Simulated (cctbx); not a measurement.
**SmCdGe2 with cctbx, script by script**

Library: cctbx 2025.11. The data are simulated by the first script.

## 1. Simulate the data

run.py:

```python
from cctbx import adptbx, crystal, miller, sgtbx, xray
from cctbx.array_family import flex
from iotbx.shelx import hklf
from scitbx import matrix
import scitbx.random

cs = crystal.symmetry(unit_cell=(4.504, 17.547, 4.433, 90, 90, 90), space_group_symbol='Hall: -C 2c 2')  # Cmcm
atoms = [  # label, site, U (iso, or U11 U22 U33 U12 U13 U23 in A^2), occupancy
    ("Sm1", (0, 0.1088, 0.25), (0.0129, 0.0118, 0.0122, 0.0000, 0.0000, 0.0000), 0.9),
    ("Cd1", (0, 0.1088, 0.25), (0.0129, 0.0118, 0.0122, 0.0000, 0.0000, 0.0000), 0.1),
    ("Cd2", (0, 0.3176, 0.25), (0.0178, 0.0108, 0.0142, 0.0000, 0.0000, 0.0000), 0.9),
    ("Sm2", (0, 0.3176, 0.25), (0.0178, 0.0108, 0.0142, 0.0000, 0.0000, 0.0000), 0.1),
    ("Ge1", (0, 0.4587, 0.25), (0.0105, 0.0117, 0.0107, 0.0000, 0.0000, 0.0000), 1),
    ("Ge2", (0.5, 0.2495, 0.25), (0.0156, 0.0171, 0.0133, 0.0000, 0.0000, 0.0000), 1),
]
xs = xray.structure(crystal_symmetry=cs)
for label, site, u, occ in atoms:
    u = adptbx.u_cif_as_u_star(cs.unit_cell(), u) if isinstance(u, tuple) else u
    xs.add_scatterer(xray.scatterer(label, site=site, u=u, occupancy=occ))
xs.set_inelastic_form_factors(0.71073, "sasaki")
xs.show_summary()
p1 = xs.expand_to_p1()
ms = miller.build_set(p1, anomalous_flag=True, d_min=0.65)
flex.set_random_seed(450302)
scitbx.random.set_random_seed(450302)
ms = ms.select(flex.random_double(ms.size()) < 0.7)
i = ms.structure_factors_from_scatterers(p1, algorithm="direct").f_calc().as_intensity_array().data()
i = i / flex.sqrt(1 + 0.1 * i / flex.max(i))  # extinction
i = i * 5000 / flex.max(i)
sig = flex.sqrt(i + flex.pow2(0.03 * i) + 2 ** 2)
noise = scitbx.random.variate(scitbx.random.normal_distribution())(i.size())
data = ms.array(data=i + sig * noise, sigmas=sig).set_observation_type_xray_intensity()
with open("data.hkl", "w") as f:
    data.export_as_shelx_hklf(f)
print("reflections written:", data.size(), " <I/sigma> = %.1f" % flex.mean(data.data() / data.sigmas()))
for h, a, b in list(data.sort("data"))[:12]:
    print("%4d%4d%4d %9.1f %7.1f" % (h + (a, b)))
```

```console
$ python run.py
```

```text
Number of scatterers: 6
At special positions: 6
Unit cell: (4.504, 17.547, 4.433, 90, 90, 90)
Space group: C m c m (No. 63)
reflections written: 3684  <I/sigma> = 4.0
   2   0   0    5058.6   165.8
   0   0  -2    4927.9   165.7
   0   0   2    4843.9   165.7
   2   0  -2    3543.9   119.7
   2   0   2    3452.6   119.7
  -2   0   2    3387.3   119.7
  -1   5   0    2409.0    87.0
   0  14   0    2401.6    83.6
  -1  -5   0    2393.9    87.0
   1   5   0    2383.6    87.0
   1  -5   0    2322.9    87.0
   0 -14   0    2264.3    83.6
```

It took 0.29 s on 1 thread of Arm Neoverse V2 (shared host), peak memory 0.07 GiB.

## 2. Refinement

run.py:

```python
import math
from cctbx import adptbx, crystal, maptbx, sgtbx, xray
from cctbx.array_family import flex
from cctbx.xray import observations
from iotbx.shelx import hklf
from scitbx.lstbx import normal_eqns_solving
from smtbx import absolute_structure, utils
from smtbx.refinement import constraints, least_squares

cs = crystal.symmetry(unit_cell=(4.504, 17.547, 4.433, 90, 90, 90), space_group_symbol='Hall: -C 2c 2')  # Cmcm
atoms = [  # label, site, U (iso, or U11 U22 U33 U12 U13 U23 in A^2), occupancy
    ("Sm1", (0, 0.1088, 0.25), 0.0200, 1),
    ("Cd2", (0, 0.3176, 0.25), 0.0200, 1),
    ("Ge1", (0, 0.4587, 0.25), 0.0200, 1),
    ("Ge2", (0.5, 0.2495, 0.25), 0.0200, 1),
]
xs = xray.structure(crystal_symmetry=cs)
for label, site, u, occ in atoms:
    u = adptbx.u_cif_as_u_star(cs.unit_cell(), u) if isinstance(u, tuple) else u
    xs.add_scatterer(xray.scatterer(label, site=site, u=u, occupancy=occ))
xs.set_inelastic_form_factors(0.71073, "sasaki")
xs.convert_to_anisotropic()
raw = hklf.reader(file_name="data.hkl").as_miller_arrays(crystal_symmetry=cs, anomalous=True)[0]
merged = raw.eliminate_sys_absent().merge_equivalents()
fo2 = merged.array().set_observation_type_xray_intensity()
print("Rint %.3f, %d unique reflections to %.2f A" % (merged.r_int(), fo2.size(), fo2.d_min()))
for sc in xs.scatterers():
    sc.flags.set_grad_site(True)
    sc.flags.set_grad_u_aniso(sc.flags.use_u_aniso())
    sc.flags.set_grad_u_iso(sc.flags.use_u_iso())
obs = fo2.as_xray_observations()
extra = {}
rep = constraints.reparametrisation(xs, [], utils.connectivity_table(xs), **extra)
ls = least_squares.crystallographic_ls(obs, rep, weighting_scheme=least_squares.mainstream_shelx_weighting(a=0, b=0))
print("cycle     R1     wR2    GooF  max shift (A)")
for cycle in range(12):
    ls.build_up()
    r1, wr2, goof = ls.r1_factor(cutoff_factor=2)[0], ls.wR2(), ls.goof()
    old = xs.sites_cart()
    normal_eqns_solving.levenberg_marquardt_iterations(ls, n_max_iterations=3, tau=1e-06, step_threshold=1e-7)
    big = flex.max((xs.sites_cart() - old).norms())
    print("%4d %7.4f %7.4f %7.3f %9.5f" % (cycle + 1, r1, wr2, goof, big))
    ls.build_up(objective_only=True)
    if abs(ls.wR2() - wr2) < 5e-5 and big < 5e-4:
        break
ls.build_up()
print("final R1 %.4f wR2 %.4f GooF %.3f  parameters %d  data/parameter %.1f" % (ls.r1_factor(cutoff_factor=2)[0], ls.wR2(), ls.goof(), ls.n_parameters, fo2.size() / ls.n_parameters))
cov = ls.covariance_matrix_and_annotations()
su = dict(zip(cov.annotations, (math.sqrt(max(v, 0)) for v in cov.matrix.matrix_packed_u_diagonal())))
a2 = cs.unit_cell().reciprocal_parameters()[0] ** -2
print("atom        x        y        z      Ueq    occ   su(xyz)  su(Uiso or U11)")
for sc in xs.scatterers():
    s = max(su.get(sc.label + k, 0) for k in (".x", ".y", ".z"))
    npd = "" if sc.is_positive_definite_u(cs.unit_cell()) else "  NPD"
    print("%-5s %8.5f %8.5f %8.5f %8.4f %6.3f %8.5f %7.4f%s" % ((sc.label,) + sc.site + (sc.u_iso_or_equiv(cs.unit_cell()), sc.occupancy, s, su.get(sc.label + ".uiso", su.get(sc.label + ".u11", 0) * a2), npd)))
fo = fo2.f_sq_as_f()
fc = fo.structure_factors_from_scatterers(xs, algorithm="direct").f_calc()
diff = fo.f_obs_minus_f_calc(1 / math.sqrt(ls.scale_factor()), fc).average_bijvoet_mates()
m = diff.fft_map(symmetry_flags=maptbx.use_space_group_symmetry, resolution_factor=0.25).apply_volume_scaling()
print("difference map: max %.2f min %.2f rms %.2f" % (m.statistics().max(), m.statistics().min(), m.statistics().sigma()))
peaks = m.peak_search(parameters=maptbx.peak_search_parameters(min_distance_sym_equiv=0.6, max_clusters=6)).all()
near = xs.closest_distances(peaks.sites(), distance_cutoff=4)
sps = cs.special_position_settings(min_distance_sym_equiv=0.5)
for k, (x, h) in enumerate(zip(peaks.sites(), peaks.heights())):
    ss = sps.site_symmetry(x)
    print("Q%-3d %7.4f %7.4f %7.4f %4d %7.2f  %.2f A from %s" % ((k + 1,) + tuple(t % 1 for t in ss.exact_site()) + (ss.multiplicity(), h, near.smallest_distances[k], xs.scatterers()[near.i_seqs[k]].label)))
```

```console
$ python run.py
```

```text
Rint 0.045, 405 unique reflections to 0.65 A
cycle     R1     wR2    GooF  max shift (A)
   1  0.0905  0.1910   4.080   0.00131
   2  0.0247  0.0545   1.164   0.00000
final R1 0.0247 wR2 0.0545 GooF 1.164  parameters 16  data/parameter 25.3
atom        x        y        z      Ueq    occ   su(xyz)  su(Uiso or U11)
Sm1    0.00000  0.10879  0.25000   0.0130  1.000  0.00003  0.0002
Cd2    0.00000  0.31762  0.25000   0.0123  1.000  0.00004  0.0003
Ge1    0.00000  0.45870  0.25000   0.0108  1.000  0.00006  0.0004
Ge2    0.50000  0.24943  0.25000   0.0150  1.000  0.00007  0.0005
difference map: max 2.73 min -1.97 rms 0.43
Q1    0.0000  0.3398  0.2500    4    2.86  0.39 A from Cd2
Q2    0.0000  0.4156  0.7500    4    1.48  2.21 A from Ge1
Q3    0.1511  0.4597  0.2500    8    1.36  0.68 A from Ge1
Q4    0.0867  0.3837  0.2500    8    1.24  1.22 A from Cd2
Q5    0.0000  0.4979  0.2500    4    1.23  0.69 A from Ge1
Q6    0.0000  0.0781  0.5967    8    1.22  1.63 A from Sm1
```

Time: 0.45 s.

This run holds a fault made on purpose: disorder ignored: each site full, of its main element.

## 3. Refinement (occupancies of the disordered sites free, main element alone)

run.py, as its changes from the last script of this kind:

```diff
@@ -12,4 +12,4 @@
-    ("Sm1", (0, 0.1088, 0.25), 0.0200, 1),
-    ("Cd2", (0, 0.3176, 0.25), 0.0200, 1),
-    ("Ge1", (0, 0.4587, 0.25), 0.0200, 1),
-    ("Ge2", (0.5, 0.2495, 0.25), 0.0200, 1),
+    ("Sm1", (0, 0.10879, 0.25), 0.0120, 1),
+    ("Cd2", (0, 0.31762, 0.25), 0.0120, 1),
+    ("Ge1", (0, 0.4587, 0.25), 0.0120, 1),
+    ("Ge2", (0.5, 0.24943, 0.25), 0.0120, 1),
@@ -30,0 +31 @@
+    sc.flags.set_grad_occupancy(sc.label in ('Sm1', 'Cd2'))
@@ -36 +37 @@
-for cycle in range(12):
+for cycle in range(20):
@@ -55,0 +57,2 @@
+print("su of occupancy Sm1: %.3f" % su["Sm1.occ"])
+print("su of occupancy Cd2: %.3f" % su["Cd2.occ"])
```

```console
$ python run.py
```

```text
Rint 0.045, 405 unique reflections to 0.65 A
cycle     R1     wR2    GooF  max shift (A)
   1  0.0392  0.0901   1.929   0.00007
   2  0.0231  0.0506   1.084   0.00006
   3  0.0220  0.0482   1.034   0.00004
   4  0.0214  0.0469   1.004   0.00003
   5  0.0210  0.0461   0.987   0.00002
   6  0.0208  0.0456   0.977   0.00002
   7  0.0207  0.0453   0.971   0.00001
   8  0.0206  0.0451   0.967   0.00001
   9  0.0206  0.0450   0.964   0.00001
  10  0.0206  0.0449   0.962   0.00000
  11  0.0206  0.0449   0.961   0.00000
final R1 0.0206 wR2 0.0448 GooF 0.960  parameters 18  data/parameter 22.5
atom        x        y        z      Ueq    occ   su(xyz)  su(Uiso or U11)
Sm1    0.00000  0.10880  0.25000   0.0121  0.975  0.00002  0.0002
Cd2    0.00000  0.31763  0.25000   0.0138  1.038  0.00003  0.0003
Ge1    0.00000  0.45871  0.25000   0.0110  1.000  0.00005  0.0004
Ge2    0.50000  0.24944  0.25000   0.0151  1.000  0.00006  0.0004
su of occupancy Sm1: 0.005
su of occupancy Cd2: 0.006
difference map: max 1.56 min -1.95 rms 0.36
Q1    0.1532  0.4590  0.2500    8    1.74  0.69 A from Ge1
Q2    0.0000  0.0780  0.5920    8    1.56  1.61 A from Sm1
Q3    0.0000  0.3449  0.2500    4    1.23  0.48 A from Cd2
Q4    0.0000  0.1124  0.0933    8    1.19  0.70 A from Sm1
Q5    0.0000  0.1742  0.1157    8    1.19  1.29 A from Sm1
Q6    0.0000  0.3298  0.0117    8    1.18  1.08 A from Cd2
```

It took 1.2 s on 1 thread of Arm Neoverse V2, with other jobs on the host, peak memory 0.09 GiB.

[Logs are printed without paths, hosts, clocks, repeated set-up lines and the standing remarks that a program may print on its own settings, such as how far it seeks lower states.]
